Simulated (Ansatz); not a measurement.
**Work function of Mo(110): what the settings cost and change**

Aim: the work function of Mo(110) across levels of theory at one geometry.

Calculated with Ansatz 0.2.0; plane-wave DFT, PBE, Ansatz PAW, in the first sound run; inputs show where later runs differ.

**What experiment says.**

For Mo (clean (110) face, a compiled value), “Anisotropic work function of elemental crystals” (2019, arxiv:1902.07811) quotes earlier work: work function (clean (110) face, a compiled value) 4.95 eV.

## 1. Starting point

The cell holds 7 atoms: 7 Mo. Cell: a = 2.728 Å, b = 2.728 Å, c = 31.364 Å, α = 90.0°, β = 90.0°, γ = 70.5°. Vacuum lies along c.

## 2. Run, setting PBE, Ansatz PAW (420 eV)

A work function rests on the faint tail of the density, so the SCF threshold is tight. PBE on the default files comes first; the next runs keep the geometry and change functional or files, each at the cutoff that its files recommend; a relaxation and, for heavy metals, spin-orbit coupling close the ladder.

File input.yaml:

```yaml
crystal:
  lattice:
    - [2.2273863607, -1.575, 0.0]
    - [2.2273863607, 1.575, 0.0]
    - [0.0, 0.0, 31.3643181644]
  atoms:
    - { symbol: Mo, position: [0.0, 0.0, 0.2869502838] }
    - { symbol: Mo, position: [0.5, 0.5, 0.3579668559] }
    - { symbol: Mo, position: [0.0, 0.0, 0.4289834279] }
    - { symbol: Mo, position: [0.5, 0.5, 0.5] }
    - { symbol: Mo, position: [0.0, 0.0, 0.5710165721] }
    - { symbol: Mo, position: [0.5, 0.5, 0.6420331441] }
    - { symbol: Mo, position: [0.0, 0.0, 0.7130497162] }
kpoints:
  mp_grid: { grid: [16, 16, 1] }
hamiltonian:
  xc: pbe
scf:
  occupations: { method: fermi_dirac, width: 0.1 }
  convergence: { dr2_threshold: 1.0e-09 }
efield:
  axis: 3
  dipole_correction: true
  ramp_position: 0.97
  ramp_width: 0.06
output:
  write_potential: true
  write_density: true
  volumetric_format: npy
  elf: true
```

On the command line:

```
ansatz run input.yaml --threads 4 --pin off --max-ram 6144MiB --backend cpu --events-out ev --progress --plain --runs-dir out
```

Numbers of over 12 decimals in the logs are rounded to 6 here.

The program printed:

```text
Engine: ansatz 0.2.0, aarch64-unknown-linux-gnu
Pseudopotentials: kind: paw
Pseudopotential: Mo, paw, valence charge 14, recommended cutoff 420 eV (normal), Mo.paw.azcp
Functional definition: PBE
  parameter kappa = 0.804
  parameter beta = 0.066725
  exchange = pbe_x(kappa = kappa, mu = beta*pi^2/3)
  correlation = pbe_c(beta = beta)
Crystal: 7 atoms, lattice volume = 220.060 Å³
Basis set: ecut = 420 eV, 4371 PW (Γ)
Bands: 59, of which v1, the nominal top of the filled ones, is band 49 counted from 1 (48 counted from 0)
Symmetry: 4 space group operations
k-points: 73 of 256
Non-local potential: Mo, projectors of the file, l = 0: 3, l = 1: 2, l = 2: 2, l = 3: 1
PAW form: soft (Blöchl's): semilocal exchange-correlation on the pseudo side does not see the compensation charge
PAW one-centre angular grid: Mo, 590 points (default); XC on 64 Gauss nodes
Initial density: superposition of atomic densities (neutral atoms: chi_scale 0, normalization atom), corrected by the library's trained network
Initial wavefunctions: pseudopotential atomic-orbital guess
Functional: x = pbe(κ = 0.804, μ = 0.219515), c = pbe(β = 0.066725)
SCF iter   1: F=—  HF=-34689.739151 eV  |F-HF|=—  |Δ(HF+E_count)|=         —  Δρ=3.73e-3  dr2=2.14e-1  ethr=1.77e-3  p=0.000 e·Å  D=3.19e-14 V/Å  ΔV_dip=-0.00 eV  dr2_dipole=1.17e-7  V_vac-E_F(+/−)=4.86/4.86 eV  ⟨swp⟩=8.4  Hψ=43793  notcnv=0  defer=51
efield: sawtooth ramp at fractional position 0.9700 (set: `efield.ramp_position`, or a place that a band, a saddle search or an elastic batch's reference lends), width 0.0600; the density the first Hamiltonian is built on has a dipole p = 0.000 e·Å; the dipole correction subtracts the counter field D = 3.19e-14 V/Å, which shifts the + side's vacuum level by -0.00 eV against the − side's; the planar-averaged density in the ramp window peaks in size at 2.2e-5 e/Å³
automatic band count: the SCF goes on with 69 bands, as 59 were too few: the levels above may hold too much charge
preconditioner: auto → LDOS  [metal: Δε(μ)=0.005 eV  Ē_g=5.256 eV  σ=0.100 eV  W_gap=0.01  n_scr=22 (ndim 8)  ℏωp=16.2 eV  f_vac=0.453  D(μ)=5.38/eV (n_scr^D=20)  β→1.0]
SCF iter   2: F=—  HF=-34689.735497 eV  |F-HF|=—  |Δ(HF+E_count)|=   3.65e-3  Δρ=1.68e-3  dr2=2.37e-2  ethr=2.18e-4  p=0.000 e·Å  D=1.90e-7 V/Å  ΔV_dip=-0.00 eV  dr2_dipole=1.36e-7  V_vac-E_F(+/−)=4.68/4.68 eV  ⟨swp⟩=1.8  Hψ=6694  notcnv=0  defer=68
SCF iter   3: F=—  HF=-34689.733108 eV  |F-HF|=—  |Δ(HF+E_count)|=   2.39e-3  Δρ=4.15e-4  dr2=1.46e-3  ethr=2.42e-5  p=0.000 e·Å  D=6.59e-7 V/Å  ΔV_dip=-0.00 eV  dr2_dipole=1.07e-8  V_vac-E_F(+/−)=4.69/4.69 eV  ⟨swp⟩=2.1  Hψ=6526  notcnv=0  defer=68
SCF iter   4: F=—  HF=-34689.732944 eV  |F-HF|=—  |Δ(HF+E_count)|=   1.64e-4  Δρ=1.20e-4  dr2=7.28e-5  ethr=1.49e-6  p=0.000 e·Å  D=6.79e-7 V/Å  ΔV_dip=-0.00 eV  dr2_dipole=1.64e-9  V_vac-E_F(+/−)=4.67/4.67 eV  ⟨swp⟩=3.0  Hψ=7305  notcnv=0  defer=68
SCF iter   5: F=—  HF=-34689.732945 eV  |F-HF|=—  |Δ(HF+E_count)|=   1.49e-6  Δρ=4.16e-5  dr2=1.19e-5  ethr=7.42e-8  p=0.000 e·Å  D=5.31e-7 V/Å  ΔV_dip=-0.00 eV  dr2_dipole=1.36e-10  V_vac-E_F(+/−)=4.67/4.67 eV  ⟨swp⟩=2.8  Hψ=7620  notcnv=0  defer=68
SCF iter   6: F=—  HF=-34689.732952 eV  |F-HF|=—  |Δ(HF+E_count)|=   6.88e-6  Δρ=1.99e-5  dr2=2.40e-6  ethr=1.22e-8  p=0.000 e·Å  D=2.60e-7 V/Å  ΔV_dip=-0.00 eV  dr2_dipole=5.55e-12  V_vac-E_F(+/−)=4.66/4.66 eV  ⟨swp⟩=2.1  Hψ=6703  notcnv=0  defer=68
SCF iter   7: F=—  HF=-34689.733291 eV  |F-HF|=—  |Δ(HF+E_count)|=   3.39e-4  Δρ=5.00e-6  dr2=2.03e-7  ethr=2.45e-9  p=0.000 e·Å  D=1.18e-7 V/Å  ΔV_dip=-0.00 eV  dr2_dipole=2.42e-11  V_vac-E_F(+/−)=4.66/4.66 eV  ⟨swp⟩=2.1  Hψ=6689  notcnv=0  defer=67
SCF iter   8: F=—  HF=-34689.733291 eV  |F-HF|=—  |Δ(HF+E_count)|=   6.91e-8  Δρ=1.84e-6  dr2=1.31e-8  ethr=2.07e-10  p=0.000 e·Å  D=3.01e-8 V/Å  ΔV_dip=-0.00 eV  dr2_dipole=2.52e-14  V_vac-E_F(+/−)=4.66/4.66 eV  ⟨swp⟩=2.6  Hψ=7847  notcnv=0  defer=67
SCF iter   9: F=—  HF=-34689.733291 eV  |F-HF|=—  |Δ(HF+E_count)|=   5.19e-9  Δρ=5.80e-7  dr2=1.40e-9  ethr=1.34e-11  p=0.000 e·Å  D=6.41e-9 V/Å  ΔV_dip=-0.00 eV  dr2_dipole=2.17e-13  V_vac-E_F(+/−)=4.66/4.66 eV  ⟨swp⟩=2.8  Hψ=8652  notcnv=0  defer=67
SCF iter  10: F=-34689.733291 eV  HF=-34689.733291 eV  |F-HF|=7.28e-11  |Δ(HF+E_count)|=   1.48e-9  Δρ=2.43e-7  dr2=2.27e-10  ethr=1.02e-12  p=0.000 e·Å  D=8.26e-10 V/Å  ΔV_dip=-0.00 eV  dr2_dipole=1.29e-13  V_vac-E_F(+/−)=4.66/4.66 eV  ⟨swp⟩=9.2  Hψ=13747  notcnv=0
SCF 1 converged in 10 iterations: F = -34689.733291 eV  dr2 = 2.27e-10
  greatest PAW one-centre occupation: 0.998 electrons in one spin orbital (limit 2), on the Mo atom at site 0 (counted from 0), in its partial waves of l = 0
WARN: The output density's exchange-correlation potential varies sharply where the density is thin. Do not read a vacuum level from v_tot or v_xc, or from such a field of the output density. On a cell that repeats whose density bears no net charge and no dipole along the vacuum's axis use v_es (v_loc + v_h of the components); under efield.dipole_correction with no amplitude use v_es + v_field, which holds any externa [...]
SCF converged after 10 iterations
Free energy (F): -34689.733291 eV
Harris-Foulkes:  -34689.733291 eV  (|F-HF|=7.28e-11)
Internal energy: -34689.553782 eV  (E = F + TS)
E sigma→0 (E₀):  -34689.643536 eV
Entropy (-TS):   -0.179509 eV (-25.644 meV/atom)
Fermi energy:    8.222897 eV
Dipole field:    D = 0.000000 V/Å  (p = 0.000001 e·Å, saw-weighted, corrected)
Work function:   Φ+ = 4.6599 eV   Φ− = 4.6599 eV
Levels:          The Fermi level and band energies are counted from a zero that moves with the ramp; work functions are not
--- Per-component energies (eV) ---
  E_band       = -1637.873688
  E_kinetic    = 3080.718355
  E_local      = -171274.227863  (includes V_loc(G=0)·N_el)
  E_nonlocal   = 1000.670445
  E_hartree    = 84080.545108
  E_xc         = -1281.014693
  E_vxc        = -1598.402200  (∫ρ·V_xc dr)
  E_paw        = -22408.879536  (= ΣΔE_a)
  E_vpaw       = -1007.721915  (= ΣTr[D̂ρ^β])
  E_aug_tail   = 0.000297  (compensation charges beyond the density's cutoff)
  E_efield     = 0.000000  (sawtooth field / dipole correction)
  E_vefield    = 0.000000  (∫n·V_field dr)
  E_ewald      = 72112.634106
  E_smearing   = -0.179509  (= −TS)
  E_closure    = -0.000000  (closes the sum)
  Σ components = -34689.733291   (vs F -34689.733291, Δ=0.00e0)
--- Band table (eV; the first three rows and the last of 73) ---
  k-point 0: bands = [... 45 lower, 6.8548, 7.0373, 7.1763, 7.5641, 8.0464, 8.4148, 8.8963, 9.3432, ... 16 higher]
  k-point 1: bands = [... 45 lower, 6.9117, 7.0181, 7.1448, 7.7104, 7.8200, 8.5766, 8.5913, 9.0619, ... 16 higher]
  k-point 2: bands = [... 45 lower, 6.6697, 7.2045, 7.2704, 7.5295, 7.8670, 8.2054, 8.2732, 8.9712, ... 16 higher]
  k-point 72: bands = [... 45 lower, 8.6060, 8.6828, 9.0701, 9.1538, 9.3434, 9.5163, 9.7214, 10.4854, ... 16 higher]
```

Elapsed: 97 s, on 4 threads of Arm Neoverse N1, shared host; peak memory 1.4 GiB.

Reading the cycles: dr2 is the Hartree energy of the density residual (eV), the measure of convergence; HF is the Harris–Foulkes estimate of the energy, which meets the free energy F at convergence.

Numbers from this step:

```yaml
energy_at_zero_smearing: -34689.6435 eV
work_function_upper_face: 4.660 eV
```

Running mean over 2.227 Å of the planar mean; the ramp of the sawtooth is left out. Table of electron's electrostatic potential energy less the Fermi level by z:

```tsv
z (Å)	electron's electrostatic potential energy less the Fermi level (eV)
4	4.66
5	4.65
6	4.52
7	3.17
8	-6.00
9	-12.4
10	-12.7
11	-12.9
12	-12.9
13	-12.8
14	-12.8
15	-12.8
16	-12.8
17	-12.8
18	-12.8
19	-12.9
20	-12.9
21	-12.8
22	-12.6
23	-9.81
24	1.08
25	4.33
26	4.63
27	4.66
28	4.66
```

ELF in the ca plane at fractional y = 0.000, with atoms of Mo within 0.2 Å of it. It is the smooth field of the valence electrons, not physical close to the nuclei.

Ten even steps from '0' (0.00) to '9' (0.75), each cell a mean:
```
45537979734544535978834544544888951000000000
34534898435434543798534433443699721110000000
34543454345434553354345433453355432221000000
44564334565444565433455444455434455431000000
34553333355434554333355443454334333321000000
34533686335434543577435433453477521111000000
34535999635444534899734544543899941000000000
45537858834545536957944544544966961000000000
```
Columns run along c (16.0 Å, from fractional 0.36 to 0.87 of the cell), rows up along a (2.7 Å). Atoms in or near the plane, at fractional coordinates: Mo at (0.43, 0.00), Mo at (0.57, 0.00), Mo at (0.71, 0.00).

Electrostatic potential energy in the ca plane at fractional y = 0.000, with atoms of Mo within 0.2 Å of it. With pseudopotentials it is smooth inside the atoms' cores, unlike the true potential.

Values in eV, 5 rows by 16 columns, each cell a mean:
```
  8 -15 -57  -2   8   4 -49 -28   8   8 -20 -54   1  12  13  13
  6   3 -12   6   6   7  -9  -1   7   7   2 -10   8  12  13  13
  6   7   3   8   5   8   4   6   7   6   7   3  10  13  13  13
  7  -3 -28   4   7   7 -23 -10   7   7  -5 -26   6  12  13  13
  8 -20 -64  -4   8   3 -57 -35   8   8 -26 -62  -1  12  13  13
```
Columns run along c (16.0 Å, from fractional 0.36 to 0.87 of the cell; values clipped at the 3rd and 97th percentile), rows up along a (2.7 Å). Atoms in or near the plane, at fractional coordinates: Mo at (0.43, 0.00), Mo at (0.57, 0.00), Mo at (0.71, 0.00).

Valence density in the ca plane at fractional y = 0.000, with atoms of Mo within 0.2 Å of it. It is the smooth field of the valence electrons, not physical close to the nuclei.

Ten even steps from '0' (0.0 e/Å³) to '9' (6.5 e/Å³), each cell a mean:
```
00002797300000001698410000001599510000000000
00001353100000000354200000000255200000000000
00000111000000000011000000000011000000000000
00000000000000000000000000000000000000000000
00000000000000000000000000000000000000000000
00000232000000000132100000000133100000000000
00002686200000001587300000001478400000000000
00003998300000002799510000001699710000000000
```
Columns run along c (16.0 Å, from fractional 0.36 to 0.87 of the cell), rows up along a (2.7 Å). Atoms in or near the plane, at fractional coordinates: Mo at (0.43, 0.00), Mo at (0.57, 0.00), Mo at (0.71, 0.00).

The work function is 4.660 eV.

## 3. Slab

This step: plane-wave DFT, LDA, Ansatz PAW (Ansatz 0.2.0).

Changes to input.yaml since step 2:

```diff
@@ -16,3 +16,3 @@
 hamiltonian:
-  xc: pbe
+  xc: lda
 scf:
@@ -29,2 +29 @@
   volumetric_format: npy
-  elf: true
```

The program printed:

```text
[...]
Crystal: 7 atoms, lattice volume = 220.060 Å³
Basis set: ecut = 420 eV, 4371 PW (Γ)
Bands: 59, of which v1, the nominal top of the filled ones, is band 49 counted from 1 (48 counted from 0)
Symmetry: 4 space group operations
k-points: 73 of 256
[...]
k-point 0: bands = [... 45 lower, 6.5587, 6.7412, 6.8783, 7.2723, 7.7587, 8.1276, 8.6224, 9.0246, ... 16 higher]
  k-point 1: bands = [... 45 lower, 6.6190, 6.7183, 6.8496, 7.4179, 7.5309, 8.2882, 8.3140, 8.7888, ... 16 higher]
  k-point 2: bands = [... 45 lower, 6.3764, 6.9202, 6.9770, 7.2314, 7.5853, 7.9116, 7.9961, 8.6777, ... 16 higher]
  k-point 72: bands = [... 45 lower, 8.2999, 8.3803, 8.7894, 8.8421, 9.0398, 9.2176, 9.4071, 10.2117, ... 16 higher]
[key lines of the parts left out:]
SCF converged after 10 iterations
Free energy (F): -33897.019278 eV
Fermi energy:    7.930255 eV
Dipole field:    D = 0.000000 V/Å  (p = 0.000000 e·Å, saw-weighted, corrected)
Work function:   Φ+ = 4.9561 eV   Φ− = 4.9561 eV
```

The job ended after 97 s (4 threads; peak memory 1.4 GiB).

The work function is 4.956 eV, +0.296 eV from the run “PBE, Ansatz PAW (420 eV)”, at 0.99 times its CPU time.

## 4. Slab

This step: plane-wave DFT, PBEsol, Ansatz PAW (Ansatz 0.2.0).

Changes to input.yaml since step 3:

```diff
@@ -16,3 +16,3 @@
 hamiltonian:
-  xc: lda
+  xc: pbesol
 scf:
```

The program printed:

```text
[...]
Crystal: 7 atoms, lattice volume = 220.060 Å³
Basis set: ecut = 420 eV, 4371 PW (Γ)
Bands: 59, of which v1, the nominal top of the filled ones, is band 49 counted from 1 (48 counted from 0)
Symmetry: 4 space group operations
k-points: 73 of 256
[...]
k-point 0: bands = [... 45 lower, 6.7339, 6.9171, 7.0396, 7.4463, 7.9099, 8.3003, 8.7637, 9.2112, ... 16 higher]
  k-point 1: bands = [... 45 lower, 6.7876, 6.8864, 7.0243, 7.5919, 7.6846, 8.4599, 8.4608, 8.9306, ... 16 higher]
  k-point 2: bands = [... 45 lower, 6.5472, 7.0774, 7.1501, 7.4025, 7.7428, 8.0816, 8.1433, 8.8534, ... 16 higher]
  k-point 72: bands = [... 45 lower, 8.4774, 8.5554, 8.9564, 9.0262, 9.2105, 9.3942, 9.5957, 10.3803, ... 16 higher]
[key lines of the parts left out:]
SCF converged after 10 iterations
Free energy (F): -34279.507328 eV
Fermi energy:    8.096732 eV
Dipole field:    D = 0.000000 V/Å  (p = 0.000001 e·Å, saw-weighted, corrected)
Work function:   Φ+ = 4.7715 eV   Φ− = 4.7715 eV
```

It took 100 s on 4 threads; peak memory 1.4 GiB.

The work function is 4.771 eV, +0.112 eV from the run “PBE, Ansatz PAW (420 eV)”, at 1.0 times its CPU time.

## 5. Run

This step: plane-wave DFT, RPBE, Ansatz PAW (Ansatz 0.2.0).

Changes to input.yaml since step 4:

```diff
@@ -16,3 +16,3 @@
 hamiltonian:
-  xc: pbesol
+  xc: rpbe
 scf:
```

The program printed:

```text
[...]
Crystal: 7 atoms, lattice volume = 220.060 Å³
Basis set: ecut = 420 eV, 4371 PW (Γ)
Bands: 59, of which v1, the nominal top of the filled ones, is band 49 counted from 1 (48 counted from 0)
Symmetry: 4 space group operations
k-points: 73 of 256
[...]
k-point 0: bands = [... 45 lower, 6.9674, 7.1496, 7.2999, 7.6745, 8.1668, 8.5233, 9.0105, 9.4614, ... 16 higher]
  k-point 1: bands = [... 45 lower, 7.0236, 7.1401, 7.2573, 7.8220, 7.9396, 8.6866, 8.7057, 9.1733, ... 16 higher]
  k-point 2: bands = [... 45 lower, 6.7814, 7.3141, 7.3826, 7.6493, 7.9756, 8.3249, 8.3844, 9.0851, ... 16 higher]
  k-point 72: bands = [... 45 lower, 8.7227, 8.7991, 9.1766, 9.2719, 9.4572, 9.6310, 9.8407, 10.5896, ... 16 higher]
[key lines of the parts left out:]
SCF converged after 10 iterations
Free energy (F): -34738.928648 eV
Fermi energy:    8.335922 eV
Dipole field:    D = 0.000001 V/Å  (p = 0.000001 e·Å, saw-weighted, corrected)
Work function:   Φ+ = 4.5091 eV   Φ− = 4.5091 eV
```

Run time: 98 s. Hardware: 4 threads; peak memory 1.4 GiB.

The work function is 4.509 eV, -0.151 eV from the run “PBE, Ansatz PAW (420 eV)”, at 0.98 times its CPU time.

## 6. Slab

This step: plane-wave DFT, r2SCAN, Ansatz PAW (Ansatz 0.2.0).

Changes to input.yaml since step 5:

```diff
@@ -16,3 +16,3 @@
 hamiltonian:
-  xc: rpbe
+  xc: r2scan
 scf:
```

The program printed:

```text
[...]
Crystal: 7 atoms, lattice volume = 220.060 Å³
Basis set: ecut = 500 eV, 5491 PW (Γ), exchange–correlation on 80×80×960 points (64 copies of the dense FFT grid, shifted against one another)
Bands: 59, of which v1, the nominal top of the filled ones, is band 49 counted from 1 (48 counted from 0)
Symmetry: 4 space group operations
k-points: 73 of 256
[...]
k-point 0: bands = [... 45 lower, 6.7430, 6.9383, 7.0799, 7.4835, 7.9518, 8.3709, 8.8051, 9.4355, ... 16 higher]
  k-point 1: bands = [... 45 lower, 6.7891, 6.9250, 7.0477, 7.6395, 7.7258, 8.5053, 8.5436, 8.9897, ... 16 higher]
  k-point 2: bands = [... 45 lower, 6.5390, 7.0714, 7.1728, 7.4610, 7.7718, 8.1626, 8.1895, 8.9709, ... 16 higher]
  k-point 72: bands = [... 45 lower, 8.6246, 8.6886, 9.0494, 9.2315, 9.4141, 9.5595, 9.8465, 10.5005, ... 16 higher]
[key lines of the parts left out:]
SCF converged after 10 iterations
Free energy (F): -34770.548217 eV
Fermi energy:    8.184048 eV
Dipole field:    D = 0.000000 V/Å  (p = 0.000000 e·Å, saw-weighted, corrected)
Work function:   Φ+ = 4.7008 eV   Φ− = 4.7008 eV
```

Run time: 3.1 min. Hardware: 4 threads; peak memory 2 GiB.

The work function is 4.701 eV, +0.041 eV from the run “PBE, Ansatz PAW (420 eV)”, at 1.9 times its CPU time.

## 7. Slab

This step: plane-wave DFT, PBE, JTH PAW (Ansatz 0.2.0).

Changes to input.yaml since step 6:

```diff
@@ -16,3 +16,4 @@
 hamiltonian:
-  xc: r2scan
+  xc: pbe
+  pseudopotentials: { kind: paw, source: jth }
 scf:
```

The program printed:

```text
[...]
k-point 0: bands = [... 45 lower, 6.7322, 6.9144, 7.0451, 7.4399, 7.9145, 8.2901, 8.7625, 9.2188, ... 16 higher]
  k-point 1: bands = [... 45 lower, 6.7877, 6.8890, 7.0214, 7.5857, 7.6888, 8.4515, 8.4589, 8.9283, ... 16 higher]
  k-point 2: bands = [... 45 lower, 6.5476, 7.0777, 7.1468, 7.4021, 7.7391, 8.0778, 8.1416, 8.8461, ... 16 higher]
  k-point 72: bands = [... 45 lower, 8.4809, 8.5569, 8.9457, 9.0297, 9.2152, 9.3919, 9.5974, 10.3646, ... 16 higher]
[key lines of the parts left out:]
SCF converged after 11 iterations
Free energy (F): -34656.472367 eV
Fermi energy:    8.095981 eV
Dipole field:    D = -0.000000 V/Å  (p = -0.000000 e·Å, saw-weighted, corrected)
Work function:   Φ+ = 4.6594 eV   Φ− = 4.6594 eV
```

Run time: 23 min. Hardware: 4 threads; peak memory 5.3 GiB; 48 min of CPU time.

The work function is 4.659 eV, -0.000 eV from the run “PBE, Ansatz PAW (420 eV)”, at 8.8 times its CPU time.

## 8. Run

This step: plane-wave DFT, PBE, norm-conserving (Ansatz 0.2.0).

Changes to input.yaml since step 7:

```diff
@@ -17,3 +17,3 @@
   xc: pbe
-  pseudopotentials: { kind: paw, source: jth }
+  pseudopotentials: { kind: nc }
 scf:
```

The program printed:

```text
[...]
Crystal: 7 atoms, lattice volume = 220.060 Å³
Basis set: ecut = 1088.45545 eV, 17959 PW (Γ)
Bands: 59, of which v1, the nominal top of the filled ones, is band 49 counted from 1 (48 counted from 0)
Symmetry: 4 space group operations
k-points: 73 of 256
[...]
k-point 0: bands = [... 45 lower, 6.9919, 7.1745, 7.3109, 7.7009, 8.1817, 8.5512, 9.0322, 9.4774, ... 16 higher]
  k-point 1: bands = [... 45 lower, 7.0482, 7.1531, 7.2816, 7.8470, 7.9550, 8.7129, 8.7267, 9.1975, ... 16 higher]
  k-point 2: bands = [... 45 lower, 6.8057, 7.3402, 7.4070, 7.6650, 8.0029, 8.3408, 8.4084, 9.1071, ... 16 higher]
  k-point 72: bands = [... 45 lower, 8.7396, 8.8167, 9.2060, 9.2884, 9.4773, 9.6516, 9.8571, 10.6232, ... 16 higher]
[key lines of the parts left out:]
SCF converged after 10 iterations
Free energy (F): -13380.522062 eV
Fermi energy:    8.357603 eV
Dipole field:    D = 0.000000 V/Å  (p = 0.000000 e·Å, saw-weighted, corrected)
Work function:   Φ+ = 4.6597 eV   Φ− = 4.6597 eV
```

Run time: 6.5 min. Hardware: 4 threads; peak memory 4.2 GiB.

The work function is 4.660 eV, -0.000 eV from the run “PBE, Ansatz PAW (420 eV)”, at 4.5 times its CPU time.

[end of part 1 of 2]

[Logs are printed without paths, hosts, clocks, repeated set-up lines and the standing remarks that a program may print on its own settings, such as how far it seeks lower states.]

[Hosts, paths, dates, database ids (printed as entryN), source tags and the programs' standing remarks are cut or masked in the printed files.]

[Maps of the electrostatic potential energy from Ansatz leave out the sawtooth potential of an applied field or a dipole correction, so their vacuum need not be flat; planar profiles and work functions include it.]
